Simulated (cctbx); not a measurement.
# Finding the light atoms

Cell a = 7.2740 Å, b = 7.2740 Å, c = 17.7880 Å, α = 90.00°, β = 90.00°, γ = 120.00°; space group R-3m (no. 166); content Cu9 Mn3 S24 Li6. The heavier atoms are placed; Li is still missing.

Simulated single-crystal data (cctbx): synchrotron X-rays, λ = 0.7749 Å, to d = 0.75 Å, 50 % of the full sphere, strongest reflection 40000 counts, noise from counting, a 4 % proportional error and a noise floor of 4 counts (s.d.); no absorption.

Refinement without Li (map in e/Å³):

```text
Rint 0.034, 282 unique reflections to 0.75 A
cycle     R1     wR2    GooF  max shift (A)
   1  0.1664  0.3824  13.203   0.03690
   2  0.0421  0.1194   4.124   0.00000
final R1 0.0421 wR2 0.1194 GooF 4.124  parameters 7  data/parameter 40.3
atom        x        y        z      Ueq    occ   su(xyz)  su(Uiso or U11)
Cu1    0.16667  0.33333  0.33333   0.0033  1.000  0.00000  0.0004
Mn1    0.33333  0.66667  0.16667   0.0032  1.000  0.00000  0.0005
S1     0.33333  0.66667  0.39633   0.0025  1.000  0.00013  0.0005
S2     0.48245  0.96491  0.24754   0.0037  1.000  0.00024  0.0004
difference map: max 8.01 min -0.67 rms 0.26
Q1    0.0000  0.0000  0.1266    6    8.05  2.43 A from S2
Q2    0.0564  0.5282  0.9885   18    1.43  0.41 A from Cu1
Q3    0.0234  0.5117  0.2598   18    0.70  0.23 A from S2
Q4    0.0831  0.1661  0.8529   18    0.48  2.29 A from S2
Q5    0.0889  0.5444  0.2292   18    0.40  0.47 A from S2
Q6    0.9964  0.2720  0.4277   36    0.36  1.00 A from S2
Q7    0.0341  0.2123  0.0548   36    0.36  1.24 A from S2
Q8    0.0567  0.4659  0.5272   36    0.31  1.92 A from S2
```

The data are simulated with cctbx, not measured: neutrons of λ = 0.95 Å, to d = 0.7 Å, 50 % of the full sphere, strongest reflection 5000 counts, noise from counting, a 4 % proportional error and a noise floor of 4 counts (s.d.); no absorption.

Refinement without Li (map in fm/Å³; only maxima are listed):

```text
Rint 0.041, 332 unique reflections to 0.71 A
cycle     R1     wR2    GooF  max shift (A)
   1  0.2124  0.4594  13.728   0.02075
   2  0.1325  0.3072   9.180   0.00002
final R1 0.1325 wR2 0.3072 GooF 9.180  parameters 7  data/parameter 47.4
atom        x        y        z      Ueq    occ   su(xyz)  su(Uiso or U11)
Cu1    0.16667  0.33333  0.33333   0.0025  1.000  0.00000  0.0009
Mn1    0.33333  0.66667  0.16667   0.0037  1.000  0.00000  0.0016
S1     0.33333  0.66667  0.39667   0.0005  1.000  0.00039  0.0014
S2     0.48196  0.96391  0.24767   0.0041  1.000  0.00074  0.0011
difference map: max 3.99 min -16.76 rms 0.48
Q1    0.0000  0.5000  0.0000    9    4.19  0.00 A from Cu1
Q2    0.0182  0.5091  0.2472   18    2.52  0.11 A from S2
Q3    0.0551  0.1101  0.1346   18    1.39  1.85 A from S2
Q4    0.0000  0.0000  0.1019    6    1.37  2.34 A from S2
Q5    0.0000  0.0000  0.1661    6    1.31  1.85 A from S1
Q6    0.0548  0.1096  0.8790   18    1.21  2.16 A from S2
Q7    0.0000  0.0000  0.0515    6    0.86  2.41 A from S2
Q8    0.0000  0.0000  0.2044    6    0.78  1.17 A from S1
```

**Question.** Where is Li, and which data fix it better?

Li sits at (1/3, 2/3, 0.5396). Adding it takes R1 from 0.042 to 0.016 with X-rays and from 0.133 to 0.017 with neutrons. Its largest coordinate s.u. is 0.00037 with X-rays and 0.00011 with neutrons, so neutrons fix it better in these data. In the X-ray map Q1 marks it. No listed neutron peak is on it. Natural Li has a negative scattering length, so it shows as a hole in the neutron map (minimum -16.8), not among the maxima.

Final neutron refinement:

```text
Rint 0.041, 332 unique reflections to 0.71 A
cycle     R1     wR2    GooF  max shift (A)
   1  0.1612  0.3402  10.196   0.01918
   2  0.0167  0.0420   1.258   0.00000
final R1 0.0167 wR2 0.0420 GooF 1.258  parameters 9  data/parameter 36.9
atom        x        y        z      Ueq    occ   su(xyz)  su(Uiso or U11)
Cu1    0.16667  0.33333  0.33333   0.0037  1.000  0.00000  0.0001
Mn1    0.33333  0.66667  0.16667   0.0040  1.000  0.00000  0.0002
S1     0.33333  0.66667  0.39630   0.0036  1.000  0.00006  0.0002
S2     0.48248  0.96497  0.24761   0.0041  1.000  0.00010  0.0001
Li1    0.33333  0.66667  0.53955   0.0135  1.000  0.00011  0.0003
difference map: max 0.54 min -0.37 rms 0.06
Q1    0.0587  0.5294  0.9890   18    0.55  0.42 A from Cu1
Q2    0.0000  0.0000  0.3129    6    0.33  0.76 A from S1
Q3    0.0000  0.0000  0.3667    6    0.25  1.71 A from S1
Q4    0.0000  0.0000  0.0721    6    0.25  0.98 A from Li1
Q5    0.0000  0.0000  0.4643    6    0.25  0.64 A from Mn1
Q6    0.0000  0.0000  0.1707    6    0.21  0.78 A from Li1
```

This is a model crystal, built by substitution and not relaxed, with assumed displacement parameters.

[Middle refinement cycles are left out of these outputs.]

[Logs are printed without paths, hosts, clocks, repeated set-up lines and the standing remarks that a program may print on its own settings, such as how far it seeks lower states.]
